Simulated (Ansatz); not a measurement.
# BAs (F-43m): zone-centre modes under pressure, part 3 of 3

Aim: how do the optical modes of BAs (F-43m) move with volume?

Ansatz 0.2.0; DFT LDA, scalar-relativistic, plane waves, PAW; PAW set soft_1.

So far, mean static dielectric tensor (ions relaxed, fixed cell): step 4 (zone-centre response at rest) 9.77; step 6 (volume ratio 1.06) 9.96.

### Step 7. Ground state of a member: 0.9 times the volume at rest

The cell is set to 0.9 times the volume at rest; symmetry leaves nothing else free, so this is a single point.

Input file input.yaml:

```yaml
crystal:
  lattice:
    - [0.0, 2.2841846742, 2.2841846742]
    - [2.2841846742, 0.0, 2.2841846742]
    - [2.2841846742, 2.2841846742, 0.0]
  atoms:
    - { symbol: B, position: [0.0, 0.0, 0.0] }
    - { symbol: As, position: [0.75, 0.75, 0.75] }
kpoints:
  mp_grid: { grid: [12, 12, 12] }
hamiltonian:
  xc: lda
  pseudopotentials: { kind: paw, azcp: { folder: soft_1 }, xc_functional: pbe }
scf:
  occupations: { method: gaussian, width: 0.02 }
output:
  forces: true
  stress: true
  eigenvalues: true
```

Started as:

```
$ ansatz run input.yaml --threads 4 --pin off --max-ram 10240MiB --backend cpu --events-out ev --progress --plain --runs-dir out
```

Numbers of over 12 decimals in the logs are rounded to 6 here.

Output:

```text
[...]
Crystal: 2 atoms, lattice volume = 23.835 Å³
Basis set: ecut = 420 eV, 459 PW (Γ)
Bands: 13, of which v1, the nominal top of the filled ones, is band 9 counted from 1 (8 counted from 0)
Symmetry: 24 space group operations
[...]
k-points: 72 of 1728 (time reversal used)
[...]
--- Band table (eV; the first three rows and the last of 72) ---
  k-point 0: bands = [... 5 lower, -4.0619, 12.6117, 12.6117, 12.6117, 16.0495, 16.0495, 16.0495, 19.0185]
  k-point 1: bands = [... 5 lower, -3.9339, 11.5076, 12.3574, 12.3574, 16.3565, 16.3807, 16.3807, 19.4609]
  k-point 2: bands = [... 5 lower, -3.5531, 9.4214, 11.8296, 11.8296, 16.4761, 17.0499, 17.0499, 20.4458]
  k-point 71: bands = [... 5 lower, 1.0056, 4.0620, 6.2553, 6.5848, 17.8477, 19.2398, 19.6313, 20.5150]
[key lines of the parts left out:]
SCF converged after 7 iterations
Free energy (F): -4923.390096 eV
Fermi energy:    13.116023 eV
P = ⅓ Tr σ = 19.1746 GPa (191.746 kbar)
```

Run time: 0.52 s. Hardware: 4 threads of INTEL XEON PLATINUM 8581C at 2.30GHz (Emerald Rapids), shared host; peak memory 0.35 GiB.

Numbers from this step:

* pressure: 19.17 GPa
* gap on the k-mesh: 1.009 eV
* volume per atom: 11.92 Å³

The forces vanish by symmetry, at a pressure of 19.17 GPa.

### Step 8. Zone-centre modes of the member: 0.9 times the volume at rest

The zone-centre modes follow for 0.9 times the volume at rest, with the response to a field.

Changes to input.yaml since step 7:

```diff
@@ -14,6 +14,8 @@
 scf:
-  occupations: { method: gaussian, width: 0.02 }
+  occupations: { method: fixed }
 output:
-  forces: true
-  stress: true
   eigenvalues: true
+phonons:
+  method: dfpt
+  dielectric: true
+  rigid_motions: translations
```

Output:

```text
[...]
Crystal: 2 atoms, lattice volume = 23.835 Å³
Basis set: ecut = 420 eV, 459 PW (Γ), exchange–correlation on 48×48×48 points (8 copies of the dense FFT grid, shifted against one another)
Bands: 13, of which v1, the nominal top of the filled ones, is band 9 counted from 1 (8 counted from 0)
Symmetry: 24 space group operations
k-points: 280 of 1728 (irreducible under 4 space group operations, time reversal used)
[...]
optical modes at Γ + LO–TO along q̂ = [1.0000, 0.0000, 0.0000]:
      ω (cm⁻¹)  modes    IR ((D/Å)²/amu)
[...]
optical modes at Γ + LO–TO along q̂ = [0.0000, 1.0000, 0.0000]:
      ω (cm⁻¹)  modes    IR ((D/Å)²/amu)
        778.05      2             3.4378
        788.55      1             1.7189
  optical modes at Γ + LO–TO along q̂ = [0.0000, 0.0000, 1.0000]:
      ω (cm⁻¹)  modes    IR ((D/Å)²/amu)
        778.05      2             3.4378
        788.55      1             1.7189
[key lines of the parts left out:]
SCF converged after 8 iterations
Free energy (F): -4923.390097 eV
Fermi energy:    12.611713 eV
```

Run time: 12 s. Hardware: 4 threads; peak memory 0.69 GiB; 42 s of CPU time.

This step gave:

* sum-rule residual before enforcement: 6.74e-5 eV/Å²
* miss of the charge sum rule: 3.82e-5 e
* estimated error of the dielectric tensor: 0.02657
* estimated error of the Born charges: 0.01541 e
* highest optical mode at the zone centre (no LO-TO term): 778.0 cm⁻¹
* lowest optical zone-centre mode: 778.0 cm⁻¹
* mean high-frequency dielectric constant: 9.345
* largest Born charge (third of the trace): -0.839 e
* mean static dielectric constant: 9.599
* top of the zone-centre spectrum with the field: 788.5 cm⁻¹

Without the LO-TO term. Patterns of degenerate modes are one choice out of their space. The modes at Γ (shares of kinetic energy by element, %):

| mode | frequency (cm⁻¹) | symmetry | B % | As % |
| --- | --- | --- | --- | --- |
| 1 | 0.0 | acoustic | 13 | 87 |
| 2 | 0.0 | acoustic | 13 | 87 |
| 3 | 0.0 | acoustic | 13 | 87 |
| 4 | 778.0 | T2 | 87 | 13 |
| 5 | 778.0 | T2 | 87 | 13 |
| 6 | 778.0 | T2 | 87 | 13 |

Transverse modes. Infrared lines, with heights relative to the strongest:

| position (cm⁻¹) | label | relative intensity |
| --- | --- | --- |
| 778 | T2 | 100 |

The optical mode without the LO-TO term lies at 778.0 cm⁻¹.

### Step 9. All members side by side

The members are set side by side, also those not shown above.

Each row is one cell with its response, relaxed at fixed volume as far as symmetry leaves anything free; energies are extrapolated to zero smearing, and E0 is that at rest; shape and atoms are relaxed in each cell where symmetry leaves them free. State of the crystal along the series:

| volume ratio | V (Å³/atom) | pressure (GPa) | E - E0 (meV/atom) | gap on mesh (eV) | ε∞ | ε0 | largest Born charge in size, a third of the trace (e) | top mode with the field, highest of q along x, y and z (cm⁻¹) |
| --- | --- | --- | --- | --- | --- | --- | --- | --- |
| 0.9 | 11.92 | 19.18 | 72.59 | 1.009 | 9.345 | 9.599 | 0.839 | 788.5 |
| 0.92 | 12.18 | 14.53 | 44.81 | 1.031 | 9.399 | 9.622 | 0.7767 | 770.1 |
| 0.94 | 12.45 | 10.32 | 24.33 | 1.052 | 9.457 | 9.65 | 0.7156 | 752.5 |
| 0.96 | 12.71 | 6.533 | 10.45 | 1.073 | 9.519 | 9.685 | 0.6558 | 735.7 |
| 0.98 | 12.98 | 3.106 | 2.532 | 1.092 | 9.586 | 9.726 | 0.5969 | 719.6 |
| 0.99 | 13.11 | 1.518 | 0.6219 | 1.102 | 9.621 | 9.749 | 0.5679 | 711.8 |
| 1 | 13.24 | 0.009107 | 0 | 1.111 | 9.658 | 9.774 | 0.539 | 704.1 |
| 1.02 | 13.51 | -2.789 | 2.34 | 1.129 | 9.735 | 9.83 | 0.4825 | 689.4 |
| 1.04 | 13.77 | -5.316 | 9.071 | 1.146 | 9.817 | 9.893 | 0.4265 | 675.2 |
| 1.06 | 14.04 | -7.599 | 19.78 | 1.163 | 9.905 | 9.963 | 0.3714 | 661.5 |

Without the LO-TO term; each mode is tracked from rest by its pattern, and modes that stay within 0.3 cm⁻¹ of each other stand once; shape and atoms are relaxed in each cell where symmetry leaves them free. Optical modes along the series:

| V (Å³/atom) | mode 4 T2 (cm⁻¹) |
| --- | --- |
| 11.92 | 778 |
| 12.18 | 761.2 |
| 12.45 | 745 |
| 12.71 | 729.4 |
| 12.98 | 714.4 |
| 13.11 | 707.1 |
| 13.24 | 699.9 |
| 13.51 | 686 |
| 13.77 | 672.6 |
| 14.04 | 659.6 |

From cubic fits (parabolas where under five rows exist) of ln ω and P against ln V through the rows within about 4 % of rest: γ = −d ln ω / d ln V and dω/dP = γ ω / B. Slopes at rest:

| mode | fitted frequency at rest (cm⁻¹) | Grüneisen parameter γ | dω/dP (cm⁻¹/GPa) |
| --- | --- | --- | --- |
| mode 4 T2 | 699.9 | 1.01 | 4.82 |
| longitudinal mode | 704.2 | 1.07 | 5.14 |

### Step 10. Outcome

```
members                                                          : 10
highest optical mode at the zone centre (no LO-TO term), at rest : 699.9 cm⁻¹
bulk modulus at rest                                             : 147 GPa
mode 4 T2, γ                                                     : 1.01
longitudinal mode, γ                                             : 1.07
```

**Reading.** The series spans -7.6 to 19.2 GPa, and the slope at rest gives a bulk modulus of 147 GPa. The transverse optical mode has γ = 1.01 and moves by 4.8 cm⁻¹ for each GPa, the longitudinal one has γ = 1.07 and moves by 5.1. ε∞ is 9.66 at rest, with d ln ε∞ / d ln V = 0.38. One k mesh and one cutoff serve the ground states and modes of all volumes; the field response picks its own mesh. These are harmonic frequencies at zero temperature: anharmonic shifts, linewidths and thermal expansion are left out. The PAW files were made for PBE; the program adapts parts of them to the functional of the run, but their partial waves stay those of PBE, an approximation that was not tested in this session. Only the zone centre was solved, so an instability at another wavevector cannot show here.

[Logs are printed without paths, hosts, clocks, repeated set-up lines and the standing remarks that a program may print on its own settings, such as how far it seeks lower states.]

[Hosts, paths, dates, database ids (printed as entryN), source tags and the programs' standing remarks are cut or masked in the printed files.]
